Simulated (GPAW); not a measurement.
Consider MgNi3C (Pm-3m).

```xyz
5
Lattice="3.8089 0.0000 0.0000 0.0000 3.8089 0.0000 0.0000 0.0000 3.8089" Properties=species:S:1:pos:R:3 pbc="T T T"
Ni    1.9044    1.9044    0.0000
Ni    1.9044    0.0000    1.9044
Ni    0.0000    1.9044    1.9044
Mg    0.0000    0.0000    0.0000
C     1.9044    1.9044    1.9044
```

Absorber: atom 4, with 12 Ni at 2.69 Å (cuboctahedral, site symmetry m-3m). Method: GPAW, LDA, excited-electron core hole (neutral cell), 20-atom cell with 6.6 Å between holes, 4×4×4 k points, dipole transitions, Gaussian full width 0.9 eV up to 4 eV, rising linearly to 3.5 eV at 25 eV.

**Question.** Where do the maxima of the Mg K edge fall?

Main maxima up to 24 eV above the zero (height): 3.8 eV (2.52), 6.4 eV (0.83) and 16.2 eV (1.64). A K edge sees empty p states on the absorber. The total-energy difference is 1293.92 eV. The tabulated edge of the element is 1303 eV. The functional leaves an error in such absolute values: in the free atom LDA prices this hole 6.5 eV below PBE (computed apart), and PBE is itself good to a few eV.

The Mg K spectrum (energy from the lowest empty level; intensity scaled to a mean of 1 over the first 20 eV):

| E (eV) | intensity |
| --- | --- |
| -2.0 | 0.00 |
| -1.4 | 0.00 |
| -0.8 | 0.01 |
| -0.2 | 0.10 |
| 0.4 | 0.21 |
| 1.0 | 0.22 |
| 1.6 | 0.25 |
| 2.2 | 0.59 |
| 2.8 | 1.24 |
| 3.4 | 1.90 |
| 4.0 | 2.43 |
| 4.6 | 1.32 |
| 5.2 | 1.01 |
| 5.8 | 0.73 |
| 6.4 | 0.83 |
| 7.0 | 0.62 |
| 7.6 | 0.49 |
| 8.2 | 0.61 |
| 8.8 | 0.67 |
| 9.4 | 0.66 |
| 10.0 | 0.70 |
| 10.6 | 0.77 |
| 11.2 | 0.84 |
| 11.8 | 0.87 |
| 12.4 | 0.93 |
| 13.0 | 1.04 |
| 13.6 | 1.14 |
| 14.2 | 1.21 |
| 14.8 | 1.35 |
| 15.4 | 1.52 |
| 16.0 | 1.63 |
| 16.6 | 1.61 |
| 17.2 | 1.45 |
| 17.8 | 1.25 |
| 18.4 | 1.09 |
| 19.0 | 0.99 |
| 19.6 | 0.91 |
| 20.2 | 0.82 |
| 20.8 | 0.73 |
| 21.4 | 0.65 |
| 22.0 | 0.60 |
| 22.6 | 0.57 |
| 23.2 | 0.54 |
| 23.8 | 0.51 |
| 24.4 | 0.47 |
| 25.0 | 0.42 |
| 25.6 | 0.39 |
| 26.2 | 0.36 |
| 26.8 | 0.35 |
| 27.4 | 0.34 |
| 28.0 | 0.34 |
| 28.6 | 0.34 |
| 29.2 | 0.34 |
| 29.8 | 0.33 |
| 30.4 | 0.32 |
| 31.0 | 0.34 |
| 31.6 | 0.39 |

The hole lies in one spin channel, while the script sums the empty states of both and takes the lower zero; where the two channels are split, this blurs and shifts the curve. The starting moments shrank to 0.00 μB or less, so this is hardly a magnetic state. The mesh is coarse (0.29 Å⁻¹ between points), so small maxima may be mesh ripples. Lifetime broadening is put in by hand, and intensities beyond about 20 eV depend on it and on the partial waves; weight that the partial waves miss at high energy is lost. The structure is a published determination, not relaxed.

[Banner, clock and machine lines of the logs are left out without a mark of their own.]

[Logs are printed without paths, hosts, clocks, repeated set-up lines and the standing remarks that a program may print on its own settings, such as how far it seeks lower states.]

[Hosts, paths, dates, database ids (printed as entryN), source tags and the programs' standing remarks are cut or masked in the printed files.]

[Lists of maxima count a maximum above −3 eV only where it reaches 4 % of the highest in the window and stands out from its surroundings by 2 % of it (1.5 % where it reaches 55 %); shoulders and weaker maxima are passed over, and of the rest the first, up to two pre-edge ones and the few strongest are named.]
